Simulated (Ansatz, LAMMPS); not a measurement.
# Electronic structure of ionic liquid ethylpyridinium Br- with water at 450 K (195 atoms)

Wanted: forces, charges and levels of ionic liquid ethylpyridinium Br- with water at 450 K (195 atoms).

Program: Ansatz 0.2.0. Level of theory: Kohn-Sham DFT, PBE+D3(BJ), PAW (set soft_2), plane waves. Results are calculated unless marked as measured.

## (1) The starting structure

The cell holds 195 atoms: 63 C, 9 N, 106 H, 8 O and 9 Br. Its edges and angles: a = 13.371 Å, b = 13.371 Å, c = 13.371 Å, α = 90.0°, β = 90.0°, γ = 90.0°. 9 ethylpyridinium, 9 Br-, 8 H2O placed at random, at 1.28 g/cm³; overlaps pushed apart, then 10 ps at 700 K with Joung-Cheatham ions (J. Phys. Chem. B 112, 9020 (2008)); MMFF94 bonds, angles, torsions, charges and radii (Halgren, J. Comput. Chem. 17, 490 (1996)) in harmonic and 12-6 forms; SPC/E water (Berendsen, Grigera and Straatsma, J. Phys. Chem. 91, 6269 (1987)); charges of ions scaled by 0.8. Snapshot after 30 ps at 450 K and fixed volume.

What the set-up can't give: The network of contacts between molecules at the start is that of the classical potential that made the cell, and needn't be the one that DFT or experiment would give. The density was typed from a rule of thumb and may lie off the real one at this temperature. Only the Γ point is sampled, in a cell whose shortest periodic width is 13 Å.

## (2) Making the structure

A classical potential supplies the starting structure, since it reaches far longer times than DFT.

This step: classical MD, Joung-Cheatham ions (J. Phys. Chem. B 112, 9020 (2008)); MMFF94 bonds, angles, torsions, charges and radii (Halgren, J. Comput. Chem. 17, 490 (1996)) in harmonic and 12-6 forms; SPC/E water (Berendsen, Grigera and Straatsma, J. Phys. Chem. 91, 6269 (1987)); charges of ions scaled by 0.8 (LAMMPS 22 Jul 2025 - Update 4).

in.lmp reads:

```
# ionic liquid ethylpyridinium Br- with water
units real
atom_style full
boundary p p p
bond_style harmonic
angle_style harmonic
dihedral_style opls
improper_style harmonic
special_bonds lj 0 0 0.5 coul 0 0 0.75
read_data data.lmp
neigh_modify delay 0 every 1 check yes one 4000
comm_modify cutoff 12.0
timestep 0.5
thermo_style custom step time temp pe press density
thermo_modify norm yes
# push overlapping molecules apart
pair_style soft 2.6
pair_coeff * * 0.0
variable a equal ramp(1,60)
fix ad all adapt 1 pair soft a * * v_a
velocity all create 700 408078 mom yes dist gaussian
fix lim all nve/limit 0.03
fix lan all langevin 700 700 50 408079 zero yes
thermo 1000
run 3000 post no
unfix ad
pair_style lj/cut/coul/long 9.0
pair_modify mix arithmetic tail yes
pair_coeff 1 1 0.0678 3.3680   # C
pair_coeff 2 2 0.0721 3.1460   # N
pair_coeff 3 3 0.0678 3.5860   # C
pair_coeff 4 4 0.0216 2.5400   # H
pair_coeff 5 5 0.1553 3.1660   # O
pair_coeff 6 6 0.0000 1.0000   # H
# [... 20 lines left out ...]
compute msd all msd com yes
thermo 7500
fix md all nvt temp 450 450 100
run 30000 post no
print "== T450: mean square displacement over the hold $(c_msd[4]:%.2f) A^2"
unfix md
uncompute msd
write_dump all custom T450.dump id type xs ys zs modify sort id
```

Launch:

```console
lmp -in in.lmp -log none -nocite
```

Numbers of over 12 decimals in the logs are rounded to 6 here.

The program printed:

```text
LAMMPS (22 Jul 2025 - Update 4)
Reading data file ...
  orthogonal box = (0 0 0) to (13.37051 13.37051 13.37051)
  195 atoms
  orthogonal box = (0 0 0) to (13.37051 13.37051 13.37051)
  178 bonds
  278 angles
  297 dihedrals
  54 impropers
   Step          Time           Temp          PotEng         Press         Density
         0   0              700            0.074827829   -8653.3686      1.2760008
      1000   500            572.82619      1.8133924      7398.7347      1.2760008
      2000   1000           582.80707      1.6184632      14715.767      1.2760008
      3000   1500           523.02392      1.7680027      5063.0669      1.2760008
Loop time of 0.389034 s on 1 MPI rank(s) for 3000 steps with 195 atoms
PPPM initialization ...
  G vector (1/distance) = 0.29694595
  grid = 8 8 8
  estimated relative force accuracy = 1.9173956e-05
   Step          Time           Temp          PotEng         Press         Density
[... 14 lines left out ...]
      2000   1000           580.92994     -1.2719994      12467.486      1.2760008
Loop time of 1.36157 s on 1 MPI rank(s) for 2000 steps with 195 atoms
   Step          Time           Temp          PotEng         Press         Density
      2000   1000           605.91618     -1.3523754      16765.511      1.2760008
[... 5 lines left out ...]
Loop time of 8.95198 s on 1 MPI rank(s) for 10000 steps with 195 atoms
   Step          Time           Temp          PotEng         Press         Density
[... 4 lines left out ...]
Loop time of 3.76739 s on 1 MPI rank(s) for 5000 steps with 195 atoms
   Step          Time           Temp          PotEng         Press         Density
[... 2 lines left out ...]
     30000   29000          478.5994      -1.8151906      7523.0052      1.2760008
     37500   36500          415.45626     -1.8278585     -424.17391      1.2760008
     45000   44000          430.83752     -1.884189       6785.3319      1.2760008
     47000   46000          435.39295     -1.8165794      3249.0501      1.2760008
Loop time of 21.8243 s on 1 MPI rank(s) for 30000 steps with 195 atoms
== T450: mean square displacement over the hold 7.69 A^2
```

Wall time 37 s (1 thread of Intel Xeon Platinum 8488C (Sapphire Rapids), shared host); peak memory 0.13 GiB.

The input also reads data.lmp (atoms, bonds and types; not printed here).

## (3) Plane-wave single point

One self-consistent run at the given positions yields energy and forces.

input.yaml reads:

```yaml
crystal:
  lattice:
    - [13.37051, 0.0, 0.0]
    - [0.0, 13.37051, 0.0]
    - [0.0, 0.0, 13.37051]
  atoms:
    - { symbol: C, position: [0.75252, 0.1699, 0.12435] }
    - { symbol: C, position: [0.71132, 0.06665, 0.12028] }
    - { symbol: "N", position: [0.79454, 0.98989, 0.10491] }
    - { symbol: C, position: [0.86475, 0.9745, 0.18282] }
    - { symbol: C, position: [0.94307, 0.9043, 0.17508] }
    - { symbol: C, position: [0.94223, 0.84173, 0.09157] }
    - { symbol: C, position: [0.85849, 0.84718, 0.02718] }
    - { symbol: C, position: [0.79147, 0.92464, 0.02958] }
    - { symbol: H, position: [0.77251, 0.19111, 0.1979] }
    - { symbol: H, position: [0.6922, 0.21656, 0.09935] }
    - { symbol: H, position: [0.81433, 0.17478, 0.07147] }
    - { symbol: H, position: [0.68055, 0.05548, 0.19944] }
    - { symbol: H, position: [0.65651, 0.04982, 0.05817] }
    - { symbol: H, position: [0.86188, 0.02847, 0.24635] }
    - { symbol: H, position: [0.00446, 0.90502, 0.23116] }
    - { symbol: H, position: [0.00058, 0.7861, 0.0819] }
    - { symbol: H, position: [0.86183, 0.80197, 0.95857] }
    - { symbol: H, position: [0.74709, 0.9337, 0.96522] }
    - { symbol: C, position: [0.01256, 0.09745, 0.4327] }
    - { symbol: C, position: [0.07691, 0.18876, 0.46378] }
    - { symbol: "N", position: [0.01009, 0.26007, 0.5111] }
    - { symbol: C, position: [0.95803, 0.32883, 0.45572] }
    - { symbol: C, position: [0.88805, 0.3889, 0.50642] }
    - { symbol: C, position: [0.85552, 0.3596, 0.60795] }
    - { symbol: C, position: [0.91192, 0.29229, 0.66067] }
    - { symbol: C, position: [0.9855, 0.24346, 0.61026] }
    - { symbol: H, position: [0.06297, 0.03965, 0.40675] }
    - { symbol: H, position: [0.96016, 0.11837, 0.37402] }
    - { symbol: H, position: [0.96362, 0.06585, 0.49139] }
    - { symbol: H, position: [0.13133, 0.16526, 0.52318] }
    - { symbol: H, position: [0.10876, 0.22571, 0.40416] }
    - { symbol: H, position: [0.97731, 0.34241, 0.3796] }
    [... 157 atom lines left out ...]
    - { symbol: Br, position: [0.29762, 0.2941, 0.63454] }
    - { symbol: Br, position: [0.17928, 0.66096, 0.97725] }
    - { symbol: Br, position: [0.19315, 0.89719, 0.59202] }
    - { symbol: Br, position: [0.81742, 0.60417, 0.88194] }
    - { symbol: Br, position: [0.6198, 0.82119, 0.37646] }
    - { symbol: Br, position: [0.29018, 0.3824, 0.24031] }
kpoints:
  mp_grid: { grid: [1, 1, 1] }
hamiltonian:
  xc: pbe
  dispersion: d3bj
scf:
  occupations: { method: fermi_dirac, width: 0.05 }
output:
  forces: true
  stress: true
  populations: intrinsic
  dos:
    method: { smearing: { sigma: 0.15 } }
    de: 0.1
    projected: { site_lists: { Br: [Br], C: [C], H: [H], "N": ["N"], O: [O] } }
  eigenvalues: true
  write_density: true
  write_potential: true
  volumetric_format: npy
```

Launch:

```console
ansatz run input.yaml --threads 8 --pin off --max-ram 15872MiB --backend cpu --events-out ev --progress --plain --runs-dir out
```

The program printed:

```text
Engine: ansatz 0.2.0, x86_64-unknown-linux-gnu
Pseudopotentials: kind: paw
Pseudopotential: C, paw, valence charge 4, recommended cutoff 420 eV (normal), C.paw.azcp
Pseudopotential: N, paw, valence charge 5, recommended cutoff 420 eV (normal), N.paw.azcp
Pseudopotential: H, paw, valence charge 1, recommended cutoff 420 eV (normal), H.paw.azcp
Pseudopotential: O, paw, valence charge 6, recommended cutoff 420 eV (normal), O.paw.azcp
Pseudopotential: Br, paw, valence charge 7, recommended cutoff 420 eV (normal), Br.paw.azcp
Functional definition: PBE
  parameter kappa = 0.804
  parameter beta = 0.066725
  exchange = pbe_x(kappa = kappa, mu = beta*pi^2/3)
  correlation = pbe_c(beta = beta)
Crystal: 195 atoms, lattice volume = 2390.253 Å³
Basis set: ecut = 420 eV, 46753 PW (Γ), exchange–correlation on 180×180×180 points (8 copies of the dense FFT grid, shifted against one another)
Bands: 452, of which v1, the nominal top of the filled ones, is band 257 counted from 1 (256 counted from 0)
Symmetry: 1 space group operations
Space group: P1 (ITA 1), of the structure as read, at distance tolerance 1.3e-4 Å
k-points: 1
Non-local potential: C, projectors of the file, l = 0: 2, l = 1: 2, l = 2: 1
Non-local potential: N, projectors of the file, l = 0: 2, l = 1: 2, l = 2: 1
Non-local potential: H, projectors of the file, l = 0: 2, l = 1: 1
Non-local potential: O, projectors of the file, l = 0: 2, l = 1: 2, l = 2: 1
Non-local potential: Br, projectors of the file, l = 0: 2, l = 1: 2, l = 2: 2
PAW form: soft (Blöchl's): semilocal exchange-correlation on the pseudo side does not see the compensation charge
PAW one-centre angular grid: C, 110 points (default); XC on 64 Gauss nodes
PAW one-centre angular grid: N, 110 points (default); XC on 64 Gauss nodes
PAW one-centre angular grid: H, 110 points (default); XC on 64 Gauss nodes
PAW one-centre angular grid: O, 110 points (default); XC on 64 Gauss nodes
PAW one-centre angular grid: Br, 110 points (default); XC on 64 Gauss nodes
Initial density: superposition of atomic densities (neutral atoms: chi_scale 0, normalization atom), corrected by the library's trained network
Initial wavefunctions: pseudopotential atomic-orbital guess
Functional: x = pbe(κ = 0.804, μ = 0.219515), c = pbe(β = 0.066725)
SCF iter   1: F=—  HF=-50559.343078 eV  |F-HF|=—  |Δ(HF+E_count)|=         —  Δρ=5.82e-3  dr2=2.47e0  ethr=1.77e-3  ⟨swp⟩=6.0  Hψ=2143  notcnv=0  defer=97
preconditioner: auto → Resta (q_TF=auto, 2.112 Å⁻¹)  ε∞=2.3  [insulator: Δε(μ)=2.125 eV  Ē_g=14.486 eV  σ=0.050 eV  W_gap=1.00  n_scr=388 (ndim 8)  ℏωp=16.8 eV  f_vac=0.209  D(μ)=0.00/eV (n_scr^D=0)  ε∞_Penn≈2.3]
SCF iter   2: F=—  HF=-50558.595471 eV  |F-HF|=—  |Δ(HF+E_count)|=   7.48e-1  Δρ=2.87e-3  dr2=4.28e-1  ethr=4.80e-4  ⟨swp⟩=2.0  Hψ=541  notcnv=0  defer=183
SCF iter   3: F=—  HF=-50558.454074 eV  |F-HF|=—  |Δ(HF+E_count)|=   1.41e-1  Δρ=1.38e-3  dr2=8.69e-2  ethr=8.33e-5  ⟨swp⟩=2.0  Hψ=461  notcnv=0  defer=184
SCF iter   4: F=—  HF=-50558.432645 eV  |F-HF|=—  |Δ(HF+E_count)|=   2.14e-2  Δρ=6.23e-4  dr2=1.53e-2  ethr=1.69e-5  ⟨swp⟩=2.0  Hψ=764  notcnv=0  defer=177
SCF iter   5: F=—  HF=-50558.430773 eV  |F-HF|=—  |Δ(HF+E_count)|=   1.87e-3  Δρ=2.26e-4  dr2=1.41e-3  ethr=2.98e-6  ⟨swp⟩=2.0  Hψ=532  notcnv=0  defer=177
SCF iter   6: F=—  HF=-50558.431083 eV  |F-HF|=—  |Δ(HF+E_count)|=   3.10e-4  Δρ=1.17e-4  dr2=3.81e-4  ethr=2.75e-7  ⟨swp⟩=2.0  Hψ=533  notcnv=0  defer=177
SCF iter   7: F=—  HF=-50558.431118 eV  |F-HF|=—  |Δ(HF+E_count)|=   3.51e-5  Δρ=3.10e-5  dr2=2.62e-5  ethr=7.41e-8  ⟨swp⟩=2.0  Hψ=533  notcnv=0  defer=177
SCF iter   8: F=—  HF=-50558.431320 eV  |F-HF|=—  |Δ(HF+E_count)|=   2.02e-4  Δρ=1.30e-5  dr2=4.45e-6  ethr=5.09e-9  ⟨swp⟩=2.0  Hψ=533  notcnv=0  defer=177
SCF iter   9: F=—  HF=-50558.431322 eV  |F-HF|=—  |Δ(HF+E_count)|=   1.90e-6  Δρ=4.72e-6  dr2=5.65e-7  ethr=8.66e-10  ⟨swp⟩=2.0  Hψ=533  notcnv=0  defer=177
SCF iter  10: F=-50558.431323 eV  HF=-50558.431323 eV  |F-HF|=2.42e-8  |Δ(HF+E_count)|=   3.06e-7  Δρ=1.69e-6  dr2=8.21e-8  ethr=1.95e-11  ⟨swp⟩=22.0  Hψ=4446  notcnv=0
SCF 1 converged in 10 iterations: F = -50558.431323 eV  dr2 = 8.21e-8
  greatest PAW one-centre occupation: 0.914 electrons in one spin orbital (limit 2), on the Br atom at site 186 (counted from 0), in its partial waves of l = 0
SCF converged after 10 iterations
Free energy (F): -50558.431323 eV
Harris-Foulkes:  -50558.431323 eV  (|F-HF|=2.42e-8)
Internal energy: -50558.430625 eV  (E = F + TS)
E sigma→0 (E₀):  -50558.430974 eV
Entropy (-TS):   -0.000698 eV (-0.004 meV/atom)
Fermi energy:    0.546109 eV
--- Per-component energies (eV) ---
  E_band       = -4066.893892
  E_kinetic    = 10949.060491
  E_local      = -34289.838404  (includes V_loc(G=0)·N_el)
  E_nonlocal   = 3338.682924
  E_hartree    = 12154.719692
  E_xc         = -7456.161373
  E_vxc        = -7298.069251  (∫ρ·V_xc dr)
  E_paw        = -28958.020587  (= ΣΔE_a)
  E_vpaw       = -1076.051575  (= ΣTr[D̂ρ^β])
  E_aug_tail   = -0.120767  (compensation charges beyond the density's cutoff)
  E_ewald      = -6285.798838
  E_disp       = -10.953762  (pairwise vdW)
  E_smearing   = -0.000698  (= −TS)
  E_closure    = 0.000000  (closes the sum)
  Σ components = -50558.431323   (vs F -50558.431323, Δ=0.00e0)
--- Forces (eV/Å), atoms counted from 1 ---
  atom   1  C      0.13428982    -0.37830354    -1.58460583
  atom   2  C     -0.10717199    -1.31482017     0.89315900
  atom   3  N      0.14474221    -0.23037054     2.85376596
  atom   4  C     -0.06942679     0.74209774    -0.80617008
  atom   5  C     -0.63305521     1.17680162     0.05406237
  atom   6  C     -1.15284290    -0.17486619     0.29031501
  atom   7  C      2.42302210    -0.60207474    -0.93932679
  atom   8  C      0.96045141    -0.47369871     0.66049718
  atom   9  H      0.51057225     0.47003278     1.06745775
  atom  10  H     -0.25304919     0.82331368    -0.15083857
  atom  11  H      0.15203724     0.50681293    -0.09130615
  atom  12  H     -0.03645476    -0.75351844    -1.63161574
  atom  13  H      0.63257309     0.39796562     1.01309305
  atom  14  H     -0.23044090    -0.53986441    -0.74066537
[...]
atom 194  Br     0.03415563    -0.05846848     0.28626959
  atom 195  Br     0.17824103    -0.09262395    -0.16985895
  max |Σ_I F_I| component: 2.02e-4 eV/Å
--- Stress (GPa, compression-positive) ---
        0.213844       0.492439      -1.058661
        0.492439       0.999842       0.055869
       -1.058659       0.055868      -0.416831
  P = ⅓ Tr σ = 0.2656 GPa (2.656 kbar)
--- Band table (eV) ---
  k-point 0: bands = ["-21.5784", "-21.5684", "-21.5028", "-21.4040", [... 436 levels ...], "10.0962", "10.1310", "10.1694", "10.1729", "10.2266", "10.2476", "10.2703", "10.3173", "10.3210", "10.3519", "10.3655", "10.3822"]
--- intrinsic populations: 195 sites ---
  site symbol       q [e]
     0      C      4.5367
     1      C      4.1847
     2      N      4.9569
[...]
194     Br      7.6556
  spilling = 0.000000 (of n_electrons = 514.000000)
```

Elapsed: 17 s, on 8 threads of Intel Xeon Platinum 8488C (Sapphire Rapids), shared host; peak memory 3.3 GiB.

The column dr2 measures how far the density is from self-consistency, as an energy; F and HF (Harris–Foulkes) agree once it is small.

Numbers from this run:

| Item | Value |
| --- | --- |
| free energy | -50558.4313 eV |
| free energy per atom | -259.2740 eV/atom |
| SCF cycles | 10 |
| pressure | 0.2656 GPa |
| r.m.s. force component | 0.9737 eV/Å |
| longest force | 4.673 eV/Å |
| Fermi energy | 0.5461 eV |
| gap (highest filled to lowest empty level) | 0.8103 eV |

Neighbours are counted within 1.34 Å (H-C), 1.21 Å (H-O), 1.85 Å (C-C), 1.79 Å (C-N).

Length of the force by element and coordination:

```csv
element,coordination,atoms,mean length of the force (eV/Å),spread,least,most
Br,all,9,0.299,0.143,0.153,0.629
C,all,63,2.04,0.943,0.321,4.67
C,3,45,2.00,0.945,0.635,4.67
C,4,18,2.13,0.934,0.321,4.55
H,all,106,1.17,0.581,0.167,3.52
N,all,9,2.35,0.758,1.11,3.63
O,all,8,0.422,0.0968,0.273,0.545
```

Intrinsic-atomic-orbital charges by element and coordination:

```csv
element,coordination,atoms,mean charge (e),spread,least,most
Br,all,9,-0.779,0.0566,-0.847,-0.656
C,all,63,-0.181,0.158,-0.563,-0.009
C,3,45,-0.102,0.0578,-0.201,-0.009
C,4,18,-0.376,0.161,-0.563,-0.185
H,all,106,0.230,0.0581,0.165,0.38
N,all,9,0.0593,0.0076,0.0431,0.0716
O,all,8,-0.817,0.0239,-0.844,-0.773
```

Density of states as counts of states in windows of 1 eV (from the Fermi level), total and the larger projections:

```csv
from (eV),to (eV),total,C p,H s,Br p,O p,N p,C s
-18,-17,16.3,3.4,1.4,0.0,0.0,1.0,9.7
-17,-16,8.6,1.2,0.9,0.0,0.0,1.4,5.0
-16,-15,20.9,2.5,3.0,0.0,0.0,3.0,12.0
-15,-14,8.1,0.9,1.6,0.0,0.0,0.9,4.5
-14,-13,8.4,2.2,0.9,0.0,0.0,0.9,2.1
-13,-12,47.3,11.3,4.8,0.0,0.0,4.4,10.3
-12,-11,16.4,5.8,3.5,0.0,0.0,1.8,4.6
-11,-10,1.2,0.7,0.3,0.0,0.0,0.0,0.1
-10,-9,24.8,15.1,5.0,0.0,0.0,1.7,2.4
-9,-8,38.4,18.2,7.9,0.0,3.9,4.4,2.9
-8,-7,56.4,27.2,12.5,0.1,6.8,6.5,1.9
-7,-6,23.1,15.7,5.7,0.0,0.1,1.0,0.2
-6,-5,51.6,36.1,12.4,0.1,0.4,1.4,0.4
-5,-4,45.6,23.3,12.3,0.3,6.2,1.9,0.2
-4,-3,40.7,26.4,2.8,0.3,6.8,3.2,0.1
-3,-2,11.6,2.7,0.1,0.3,8.3,0.0,0.0
-2,-1,18.7,0.3,0.2,11.0,6.9,0.0,0.1
-1,0,41.9,0.6,0.4,39.6,0.7,0.1,0.2
0,1,7.5,5.4,0.1,0.1,0.0,1.6,0.1
1,2,21.2,17.5,0.3,0.2,0.0,2.4,0.1
2,3,7.4,6.8,0.1,0.0,0.0,0.0,0.1
3,4,7.2,0.8,3.3,0.1,0.1,0.0,0.9
4,5,38.4,7.6,12.7,0.4,0.3,0.4,3.6
```

Between -23 and -18 eV lie 34 more states.

The levels nearest the highest filled one (over half full), pooled over k-points and spins:

```csv
level less the highest filled one (eV),occupation
-0.236,2
-0.221,2
-0.172,2
-0.126,2
-0.0509,2
0,2
0.810,0.001
1.22,0
1.24,0
1.30,0
1.57,0
1.60,0
```

Valence density in the ab plane at fractional z = 0.183, with atoms of C and H and N and O within 0.2 Å of it. It is the smooth field of the valence electrons, not physical close to the nuclei.

Ten steps, logarithmic in the rise over the least value, from '0' (0.0 e/Å³) to '9' (6.0 e/Å³), each cell a mean:
```
21000001245665422358985311112346777643
43100000134544311368996310001234667776
53100000012222101246653100000012346776
31000000000000000012211000000000124554
10000000000012221000000000000000012222
00000000001245553100000000000000001110
00000000001357765321000000000000011111
11000000001246777653100000000000123332
43221100000124578874200000000001245554
76532110000001367764210000000012567666
77642110000000134443210000000012465456
66643210000000011222210001122211122224
55543211122221100000000012445432111234
76531111244543210000000124566653223556
76521012355654310000000124566653225677
55420011345553210001110012445432113445
22211122223332100001110001122211000112
00124565311110000000000000111210000000
01258986310000000000000001234542100000
01369996410000000000000001246763100000
00135676410000000000000001344542100000
00001233211111100000000124554321110000
00000001123443210000100136664222332100
00000001245665321233432124443345665321
```
Columns run along a (13.4 Å), rows up along b (13.4 Å). Atoms in or near the plane, at fractional coordinates: C at (0.86, 0.97), C at (0.94, 0.90), H at (0.77, 0.19), C at (0.00, 0.40), H at (0.92, 0.39), H at (0.86, 0.58), N at (0.44, 0.63), C at (0.38, 0.71), O at (0.14, 0.19), H at (0.18, 0.26), H at (0.19, 0.14), O at (0.53, 0.94).

(Part 1 of 2 ends here.)

[Logs are printed without paths, hosts, clocks, repeated set-up lines and the standing remarks that a program may print on its own settings, such as how far it seeks lower states.]

[Hosts, paths, dates, database ids (printed as entryN), source tags and the programs' standing remarks are cut or masked in the printed files.]

[The MMFF94 radii named for the starting cell were scaled by 0.96; in molecules described by MMFF94, hydrogen bound to N, O or S took a small fixed 12-6 site in their place.]
